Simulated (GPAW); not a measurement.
## A 7-layer slab of Nb(110) in an electric field

Wanted: the out-of-plane polarisability of a 7-layer slab of Nb(110).

Program: GPAW 26.7.0. Level of theory: GPAW, PAW setups; slab in vacuum, relaxation, in the first sound run; inputs show where later runs differ. Results are calculated unless marked as measured.

## Step 1: Starting point

The cell holds 7 atoms: 7 Nb. Its edges and angles: a = 2.858 Å, b = 2.858 Å, c = 28.001 Å, α = 90.0°, β = 90.0°, γ = 70.5°. Vacuum lies along c.

## Step 2: Relaxing the atoms

Forces are removed first; all later runs use this geometry. The lowest 3 atoms are held at bulk positions and keep their forces.

Input file run.py:

```python
import json
import numpy as np
from ase import Atoms
from ase.constraints import FixAtoms
from ase.optimize import BFGS
from gpaw import GPAW, PW

slab = Atoms(
    ['Nb', 'Nb', 'Nb', 'Nb', 'Nb', 'Nb', 'Nb'],
    positions=[
        [0.00000, 0.00000, 7.00000],
        [2.33345, 0.00000, 9.33345],
        [0.00000, 0.00000, 11.66690],
        [2.33345, 0.00000, 14.00036],
        [0.00000, 0.00000, 16.33381],
        [2.33345, 0.00000, 18.66726],
        [0.00000, 0.00000, 21.00071]],
    cell=[[2.33345, -1.65, 0.0], [2.33345, 1.65, 0.0], [0.0, 0.0, 28.00071]],
    pbc=[True, True, False])

slab.calc = GPAW(mode=PW(400), xc='PBE', kpts={'size': (12, 12, 1), 'gamma': True},
                 occupations={'name': 'fermi-dirac', 'width': 0.1}, nbands='160%',
                 convergence={'density': 1e-05}, maxiter=200,
                 poissonsolver={'dipolelayer': 'xy'},
                 symmetry={'tolerance': 1e-3, 'extra_ids': [1, 1, 1, 0, 0, 0, 0]}, txt='slab.txt')
result = {}
slab.set_constraint(FixAtoms([0, 1, 2]))
path = []
opt = BFGS(slab, maxstep=0.2)
opt.attach(lambda: path.append((slab.get_potential_energy(), slab.positions.tolist(), slab.get_forces().tolist())))
result['relaxed'] = bool(opt.run(fmax=0.03, steps=40))
result['path'] = path
energy = slab.get_potential_energy()
fermi = slab.calc.get_fermi_level()
v = slab.calc.get_electrostatic_potential().mean((0, 1)) - fermi
n = slab.calc.get_pseudo_density().mean((0, 1))
L = slab.cell[2, 2]
z = np.arange(len(v)) * L / len(v)
low, high = slab.positions[:, 2].min(), slab.positions[:, 2].max()
below, above = np.interp([low - 4.8, high + 4.8], z, v)
slopes = [np.interp(x, z, np.gradient(v, z)) for x in (low - 4.8, high + 4.8)]
eps = np.array([[slab.calc.get_eigenvalues(k, s) for k in range(len(slab.calc.get_ibz_k_points()))]
                for s in range(slab.calc.get_number_of_spins())]) - fermi
top, bottom = eps[eps < 0].max(), eps[eps > 0].min()
dipole = slab.get_dipole_moment()[2]
print(f'energy {energy:.4f} eV, Fermi level {fermi:.4f} eV, dipole {dipole:.5f} e A')
print(f'potential 4.8 A off the faces, from the Fermi level: lower {below:.4f} eV, upper {above:.4f} eV')
print(f'slope of the potential there: lower {slopes[0]:.5f}, upper {slopes[1]:.5f} eV/A')
print(f'nearest levels on the mesh: {top:.4f} and {bottom:.4f} eV')
print('magnetic moment', round(slab.get_magnetic_moment(), 3))
result.update(energy=energy, fermi=fermi, dipole=dipole, below=below, above=above, slopes=slopes, edges=[top, bottom],
              z=z.tolist(), v=v.tolist(), n=n.tolist(), positions=slab.positions.tolist(),
              forces=slab.get_forces(apply_constraint=False).tolist(), moments=slab.get_magnetic_moments().tolist())
json.dump(result, open('result.json', 'w'))
```

Started as:

```
$ OMP_NUM_THREADS=1 OPENBLAS_NUM_THREADS=1 python run.py
```

The program printed:

```text
Step          Energy          fmax
BFGS:    0      -70.530992        0.385488
BFGS:    1      -70.534646        0.335003
BFGS:    2      -70.546669        0.096060
BFGS:    3      -70.546956        0.078288
BFGS:    4      -70.547162        0.061585
BFGS:    5      -70.547671        0.035176
BFGS:    6      -70.547789        0.028432
energy -70.3911 eV, Fermi level 4.9156 eV, dipole 0.00169 e A
potential 4.8 A off the faces, from the Fermi level: lower 4.5426 eV, upper 4.4996 eV
slope of the potential there: lower -0.00257, upper 0.00254 eV/A
nearest levels on the mesh: -0.0036 and 0.0022 eV
magnetic moment 0.0
```

Wall time 22 min (1 thread of Intel Xeon 6975P-C (Granite Rapids), shared host); peak memory 0.42 GiB.

Relaxation path:

```tsv
step	energy less that of the first step (eV)	largest force (eV/Å)
1	0.0000	0.3855
2	-0.0037	0.3350
3	-0.0157	0.0961
4	-0.0160	0.0783
5	-0.0162	0.0616
6	-0.0167	0.0352
7	-0.0169	0.0284
```

The atoms that moved most (Å):

```tsv
atom	dx	dy	dz	length
Nb7	0.000	0.000	-0.049	0.049
Nb6	0.000	0.000	0.037	0.037
Nb5	0.000	0.000	0.014	0.014
```

Final coordinates:

```
Nb
1.0
     2.33345   -1.65000    0.00000
     2.33345    1.65000    0.00000
     0.00000    0.00000   28.00071
Nb
7
Direct
  0.00000 0.00000 0.24999
  0.50000 0.50000 0.33333
  0.00000 0.00000 0.41666
  0.50000 0.50000 0.50015
  0.00000 0.00000 0.58383
  0.50000 0.50000 0.66799
  0.00000 0.00000 0.74826
```

This step gave:

| Quantity | Value |
| --- | --- |
| dipole along the normal | 0.001690 e·Å |
| levels nearest the Fermi level on the mesh | -0.003576, 0.002214 eV from the Fermi level |
| upper work function | 4.500 eV |
| lower work function | 4.543 eV |

The electrostatic potential energy of an electron (without an applied field's), less the Fermi level, planar mean oscillates, so the rows of the table below give means over windows of 2.28 Å about each position, cut where the curve ends. Its maxima inside the range that stand out by 2 % of the span (Å: eV): 8.2: -1.10, 10.5: -1.16, 12.9: -1.13, 15.1: -1.10, 17.5: -0.978, 19.8: -1.82. Its minima: 6.9: -25.0, 9.3: -25.0, 11.7: -24.8, 14.0: -25.0, 16.4: -24.9, 18.7: -24.9, 20.9: -25.2.

Table of electrostatic potential energy of an electron (without an applied field's), less the Fermi level, planar mean by z; means over each step:

```tsv
z (Å)	electrostatic potential energy of an electron (without an applied field's), less the Fermi level, planar mean (eV)
1.14	4.54
3.42	4.49
5.70	-2.46
7.98	-11.2
10.26	-11.2
12.54	-11.2
14.82	-11.2
17.10	-11.1
19.38	-12.0
21.66	-9.26
23.94	4.31
26.22	4.50
```

The pseudo valence density, planar mean oscillates, so the rows of the table below give means over windows of 2.28 Å about each position, cut where the curve ends. Its maxima inside the range that stand out by 2 % of the span (Å: e/Å³): 7.1: 1.55, 9.3: 1.56, 11.6: 1.55, 14.1: 1.50, 16.4: 1.56, 18.7: 1.55, 20.9: 1.57. Its minima: 8.1: 0.266, 10.6: 0.262, 12.9: 0.257, 15.1: 0.256, 17.6: 0.258, 19.9: 0.294.

Table of pseudo valence density, planar mean by z; means over each step:

```tsv
z (Å)	pseudo valence density, planar mean (e/Å³)
1.14	7.4e-6
3.42	0.00144
5.70	0.265
7.98	0.711
10.26	0.712
12.54	0.713
14.82	0.713
17.10	0.713
19.38	0.752
21.66	0.598
23.94	0.00527
26.22	3.0e-5
```

The relaxation lowered the energy of the cell by 0.0169 eV (energies extrapolated to zero smearing; the optimiser's log prints free energies). The largest force left on a free atom is 0.028 eV/Å.

## Step 3: The slab's potential

With the geometry fixed, the planar mean of the potential gives the vacuum level on each side.

This step: GPAW, PAW setups; slab in vacuum (GPAW 26.7.0).

run.py: that of step 2 with these lines changed.

```diff
@@ -3,4 +3,2 @@
 from ase import Atoms
-from ase.constraints import FixAtoms
-from ase.optimize import BFGS
 from gpaw import GPAW, PW
@@ -13,6 +11,6 @@
         [0.00000, 0.00000, 11.66690],
-        [2.33345, 0.00000, 14.00036],
-        [0.00000, 0.00000, 16.33381],
-        [2.33345, 0.00000, 18.66726],
-        [0.00000, 0.00000, 21.00071]],
+        [2.33345, 0.00000, 14.00448],
+        [-0.00000, -0.00000, 16.34774],
+        [2.33345, 0.00000, 18.70429],
+        [-0.00000, -0.00000, 20.95182]],
     cell=[[2.33345, -1.65, 0.0], [2.33345, 1.65, 0.0], [0.0, 0.0, 28.00071]],
@@ -24,10 +22,4 @@
                  poissonsolver={'dipolelayer': 'xy'},
-                 symmetry={'tolerance': 1e-3, 'extra_ids': [1, 1, 1, 0, 0, 0, 0]}, txt='slab.txt')
+                 symmetry={'tolerance': 1e-3}, txt='slab.txt')
 result = {}
-slab.set_constraint(FixAtoms([0, 1, 2]))
-path = []
-opt = BFGS(slab, maxstep=0.2)
-opt.attach(lambda: path.append((slab.get_potential_energy(), slab.positions.tolist(), slab.get_forces().tolist())))
-result['relaxed'] = bool(opt.run(fmax=0.03, steps=40))
-result['path'] = path
 energy = slab.get_potential_energy()
```

The program printed:

```text
energy -70.3911 eV, Fermi level 4.9155 eV, dipole 0.00183 e A
potential 4.8 A off the faces, from the Fermi level: lower 4.5425 eV, upper 4.4998 eV
slope of the potential there: lower -0.00256, upper 0.00256 eV/A
nearest levels on the mesh: -0.0036 and 0.0022 eV
magnetic moment 0.0
```

The job ended after 6.1 min (1 thread; peak memory 0.41 GiB).

Numbers from this step:

```
dipole along the normal                    : 0.001827 e·Å
levels nearest the Fermi level on the mesh : -0.003630, 0.002217 eV from the Fermi level
lower work function                        : 4.542 eV
```

The electrostatic potential energy of an electron (without an applied field's), less the Fermi level, planar mean oscillates, so the rows of the table below give means over windows of 2.28 Å about each position, cut where the curve ends. Its maxima inside the range that stand out by 2 % of the span (Å: eV): 8.2: -1.10, 10.5: -1.16, 12.9: -1.13, 15.1: -1.10, 17.5: -0.978, 19.8: -1.82. Its minima: 6.9: -25.0, 9.3: -25.0, 11.7: -24.8, 14.0: -25.0, 16.4: -24.9, 18.7: -24.9, 20.9: -25.2.

The electrostatic potential energy of an electron (without an applied field's), less the Fermi level, planar mean by z; means over each step:

(Unchanged from step 2.)

The pseudo valence density, planar mean oscillates, so the rows of the table below give means over windows of 2.28 Å about each position, cut where the curve ends. Its maxima inside the range that stand out by 2 % of the span (Å: e/Å³): 7.1: 1.55, 9.3: 1.56, 11.6: 1.55, 14.1: 1.50, 16.4: 1.56, 18.7: 1.55, 20.9: 1.57. Its minima: 8.1: 0.266, 10.6: 0.262, 12.9: 0.257, 15.1: 0.256, 17.6: 0.258, 19.9: 0.294.

Table of pseudo valence density, planar mean by z; means over each step:

```tsv
z (Å)	pseudo valence density, planar mean (e/Å³)
1.14	7.3e-6
3.42	0.00144
5.70	0.265
7.98	0.711
10.26	0.712
12.54	0.713
14.82	0.713
17.10	0.713
19.38	0.752
21.66	0.598
23.94	0.00527
26.22	3.0e-5
```

Force by atom:

```tsv
atom	x (eV/Å)	y (eV/Å)	z (eV/Å)	size
Nb1	0.000	0.000	0.350	0.350
Nb2	0.000	0.000	-0.387	0.387
Nb3	0.000	0.000	0.032	0.032
Nb4	0.000	0.000	0.029	0.029
Nb5	0.000	0.000	-0.014	0.014
Nb6	0.000	0.000	0.006	0.006
Nb7	0.000	0.000	-0.018	0.018
```

The potential is flat to 0.003 eV/Å where it is read, so the vacuum is wide enough.

## Step 4: Field on

A uniform field along the normal polarises the slab; the atoms stay fixed, so this is the electronic response alone.

run.py: that of step 3 with these lines changed.

```diff
@@ -4,2 +4,3 @@
 from gpaw import GPAW, PW
+from gpaw.external import ConstantElectricField
 
@@ -22,2 +23,3 @@
                  poissonsolver={'dipolelayer': 'xy'},
+                 external=ConstantElectricField(-0.2, [0, 0, 1]),
                  symmetry={'tolerance': 1e-3}, txt='slab.txt')
```

The program printed:

```text
energy -70.4062 eV, Fermi level 4.9162 eV, dipole -0.15378 e A
potential 4.8 A off the faces, from the Fermi level: lower 2.7127 eV, upper 6.3257 eV
slope of the potential there: lower -0.00210, upper 0.00392 eV/A
nearest levels on the mesh: -0.0020 and 0.0028 eV
magnetic moment 0.0
```

Run time: 11 min. Hardware: 1 thread; peak memory 0.65 GiB.

This step gave:

```yaml
dipole_along_the_normal: -0.1538 e·Å
levels_nearest_the_fermi_level_on_the_mesh: -0.002004, 0.002837 eV from the Fermi level
potential_below_the_slab_the_applied_field_s_own_ramp_left_out: 2.713 eV from the Fermi level
potential_above_the_slab_the_applied_field_s_own_ramp_left_out: 6.326 eV from the Fermi level
```

The electrostatic potential energy of an electron (without an applied field's), less the Fermi level, planar mean oscillates, so the rows of the table below give means over windows of 2.33 Å about each position, cut where the curve ends. Its maxima inside the range that stand out by 2 % of the span (Å: eV): 8.2: -2.26, 10.5: -1.86, 12.9: -1.36, 15.1: -0.869, 17.5: -0.274, 19.8: -0.656, 26.7: 6.33. Its minima: 6.9: -26.4, 9.3: -26.0, 11.6: -25.3, 14.0: -25.0, 16.4: -24.4, 18.7: -24.0, 20.9: -23.8.

Electrostatic potential energy of an electron (without an applied field's), less the Fermi level, planar mean against z; means over each step:

z (Å), electrostatic potential energy of an electron (without an applied field's), less the Fermi level, planar mean (eV) and a bar from the least value:
```
     1.17        2.9 #########################
     3.50        2.7 ########################
     5.83       -5.8 ###########
     8.16      -12.6 
    10.48      -12.1 #
    12.82      -11.6 ##
    15.14      -11.0 ##
    17.48      -10.4 ###
    19.80      -11.3 ##
    22.13       -2.5 ################
    24.46        6.3 ##############################
    26.80        6.2 ##############################
```

Force by atom:

```tsv
atom	x (eV/Å)	y (eV/Å)	z (eV/Å)	size
Nb1	0.000	0.000	0.353	0.353
Nb2	0.000	0.000	-0.392	0.392
Nb3	0.000	0.000	0.034	0.034
Nb4	0.000	0.000	0.028	0.028
Nb5	0.000	0.000	-0.013	0.013
Nb6	0.000	0.000	0.000	0.000
Nb7	0.000	0.000	-0.013	0.013
```

The dipole is now -0.154 e Å, against 0.0018 in the run without a field.

## Step 5: Field on

run.py: that of step 4 with these lines changed.

```diff
@@ -23,3 +23,3 @@
                  poissonsolver={'dipolelayer': 'xy'},
-                 external=ConstantElectricField(-0.2, [0, 0, 1]),
+                 external=ConstantElectricField(-0.1, [0, 0, 1]),
                  symmetry={'tolerance': 1e-3}, txt='slab.txt')
```

The program printed:

```text
energy -70.3948 eV, Fermi level 4.9163 eV, dipole -0.07598 e A
potential 4.8 A off the faces, from the Fermi level: lower 3.6262 eV, upper 5.4114 eV
slope of the potential there: lower -0.00232, upper 0.00318 eV/A
nearest levels on the mesh: -0.0036 and 0.0001 eV
magnetic moment 0.0
```

The job ended after 9.7 min (1 thread; peak memory 0.65 GiB).

This step gave:

```
dipole along the normal                                         : -0.07598 e·Å
levels nearest the Fermi level on the mesh                      : -0.003634, 1.06e-4 eV from the Fermi level
potential below the slab, the applied field's own ramp left out : 3.626 eV from the Fermi level
potential above the slab, the applied field's own ramp left out : 5.411 eV from the Fermi level
```

The electrostatic potential energy of an electron (without an applied field's), less the Fermi level, planar mean oscillates, so the rows of the table below give means over windows of 2.28 Å about each position, cut where the curve ends. Its maxima inside the range that stand out by 2 % of the span (Å: eV): 8.2: -1.68, 10.5: -1.51, 12.9: -1.25, 15.1: -0.983, 17.5: -0.626, 19.8: -1.24. Its minima: 6.9: -25.7, 9.3: -25.5, 11.6: -25.0, 14.0: -25.0, 16.4: -24.6, 18.7: -24.5, 20.9: -24.5.

Electrostatic potential energy of an electron (without an applied field's), less the Fermi level, planar mean against z; means over each step:

```tsv
z (Å)	electrostatic potential energy of an electron (without an applied field's), less the Fermi level, planar mean (eV)
1.14	3.70
3.42	3.58
5.70	-3.29
7.98	-11.8
10.26	-11.5
12.54	-11.3
14.82	-11.1
17.10	-10.8
19.38	-11.4
21.66	-8.49
23.94	5.21
26.22	5.41
```

Force by atom:

```tsv
atom	x (eV/Å)	y (eV/Å)	z (eV/Å)	size
Nb1	0.000	0.000	0.351	0.351
Nb2	0.000	0.000	-0.390	0.390
Nb3	0.000	0.000	0.034	0.034
Nb4	0.000	0.000	0.029	0.029
Nb5	0.000	0.000	-0.013	0.013
Nb6	0.000	0.000	0.003	0.003
Nb7	0.000	0.000	-0.015	0.015
```

The dipole is now -0.0760 e Å, against 0.0018 in the run without a field.

## Step 6: Field on

run.py: that of step 5 with these lines changed.

```diff
@@ -23,3 +23,3 @@
                  poissonsolver={'dipolelayer': 'xy'},
-                 external=ConstantElectricField(-0.1, [0, 0, 1]),
+                 external=ConstantElectricField(-0.05, [0, 0, 1]),
                  symmetry={'tolerance': 1e-3}, txt='slab.txt')
```

The program printed:

```text
energy -70.3919 eV, Fermi level 4.9160 eV, dipole -0.03720 e A
potential 4.8 A off the faces, from the Fermi level: lower 4.0826 eV, upper 4.9567 eV
slope of the potential there: lower -0.00246, upper 0.00285 eV/A
nearest levels on the mesh: -0.0036 and 0.0012 eV
magnetic moment 0.0
```

It took 7.8 min on 1 thread; peak memory 0.64 GiB.

The electrostatic potential energy of an electron (without an applied field's), less the Fermi level, planar mean oscillates, so the rows of the table below give means over windows of 2.28 Å about each position, cut where the curve ends. Its maxima inside the range that stand out by 2 % of the span (Å: eV): 8.2: -1.39, 10.5: -1.33, 12.9: -1.19, 15.1: -1.04, 17.5: -0.801, 19.8: -1.52. Its minima: 6.9: -25.4, 9.3: -25.3, 11.6: -24.9, 14.0: -25.0, 16.4: -24.8, 18.7: -24.7, 20.9: -24.9.

Table of electrostatic potential energy of an electron (without an applied field's), less the Fermi level, planar mean by z; means over each step:

z (Å), electrostatic potential energy of an electron (without an applied field's), less the Fermi level, planar mean (eV) and a bar from the least value:
```
     1.14        4.1 ############################
     3.42        4.0 ############################
     5.70       -2.9 ################
     7.98      -11.5 
    10.26      -11.4 #
    12.54      -11.2 #
    14.82      -11.1 #
    17.10      -11.0 #
    19.38      -11.7 
    21.66       -8.9 #####
    23.94        4.8 ##############################
    26.22        5.0 ##############################
```

## Step 7: In a field

run.py: that of step 6 with these lines changed.

```diff
@@ -23,3 +23,3 @@
                  poissonsolver={'dipolelayer': 'xy'},
-                 external=ConstantElectricField(-0.05, [0, 0, 1]),
+                 external=ConstantElectricField(0.05, [0, 0, 1]),
                  symmetry={'tolerance': 1e-3}, txt='slab.txt')
```

The program printed:

```text
energy -70.3921 eV, Fermi level 4.9149 eV, dipole 0.04070 e A
potential 4.8 A off the faces, from the Fermi level: lower 5.0012 eV, upper 4.0450 eV
slope of the potential there: lower -0.00275, upper 0.00223 eV/A
nearest levels on the mesh: -0.0036 and 0.0029 eV
magnetic moment 0.0
```

Elapsed: 8 min, on 1 thread; peak memory 0.65 GiB.

The electrostatic potential energy of an electron (without an applied field's), less the Fermi level, planar mean oscillates, so the rows of the table below give means over windows of 2.28 Å about each position, cut where the curve ends. Its maxima inside the range that stand out by 2 % of the span (Å: eV): 8.2: -0.807, 10.5: -0.982, 12.9: -1.08, 15.1: -1.15, 17.5: -1.15, 19.8: -2.11. Its minima: 6.9: -24.7, 9.3: -24.8, 11.7: -24.7, 14.0: -25.0, 16.4: -25.0, 18.7: -25.2, 20.9: -25.6.

Table of electrostatic potential energy of an electron (without an applied field's), less the Fermi level, planar mean by z; means over each step:

z (Å), electrostatic potential energy of an electron (without an applied field's), less the Fermi level, planar mean (eV) and a bar from the least value:
```
     1.14        5.0 ##############################
     3.42        5.0 ##############################
     5.70       -2.0 ##################
     7.98      -10.9 ##
    10.26      -11.0 ##
    12.54      -11.1 ##
    14.82      -11.2 ##
    17.10      -11.3 ##
    19.38      -12.2 
    21.66       -9.6 #####
    23.94        3.9 ############################
    26.22        4.0 ############################
```

## Step 8: In a field

run.py: that of step 7 with these lines changed.

```diff
@@ -23,3 +23,3 @@
                  poissonsolver={'dipolelayer': 'xy'},
-                 external=ConstantElectricField(0.05, [0, 0, 1]),
+                 external=ConstantElectricField(0.1, [0, 0, 1]),
                  symmetry={'tolerance': 1e-3}, txt='slab.txt')
```

The program printed:

```text
energy -70.3951 eV, Fermi level 4.9137 eV, dipole 0.07959 e A
potential 4.8 A off the faces, from the Fermi level: lower 5.4616 eV, upper 3.5915 eV
slope of the potential there: lower -0.00295, upper 0.00202 eV/A
nearest levels on the mesh: -0.0036 and 0.0029 eV
magnetic moment 0.0
```

Run time: 9.1 min. Hardware: 1 thread; peak memory 0.66 GiB.

The dipole is now 0.0796 e Å, against 0.0018 in the run without a field.

## Step 9: Field on

run.py: that of step 8 with these lines changed.

```diff
@@ -23,3 +23,3 @@
                  poissonsolver={'dipolelayer': 'xy'},
-                 external=ConstantElectricField(0.1, [0, 0, 1]),
+                 external=ConstantElectricField(0.2, [0, 0, 1]),
                  symmetry={'tolerance': 1e-3}, txt='slab.txt')
```

The program printed:

```text
energy -70.4070 eV, Fermi level 4.9110 eV, dipole 0.15740 e A
potential 4.8 A off the faces, from the Fermi level: lower 6.3839 eV, upper 2.6858 eV
slope of the potential there: lower -0.00342, upper 0.00158 eV/A
nearest levels on the mesh: -0.0037 and 0.0030 eV
magnetic moment 0.0
```

Wall time 10 min (1 thread); peak memory 0.65 GiB.

The dipole is now 0.157 e Å, against 0.0018 in the run without a field.

(Continued in part 2 of 2.)

[Logs are printed without paths, hosts, clocks, repeated set-up lines and the standing remarks that a program may print on its own settings, such as how far it seeks lower states.]

[Hosts, paths, dates, database ids (printed as entryN), source tags and the programs' standing remarks are cut or masked in the printed files.]
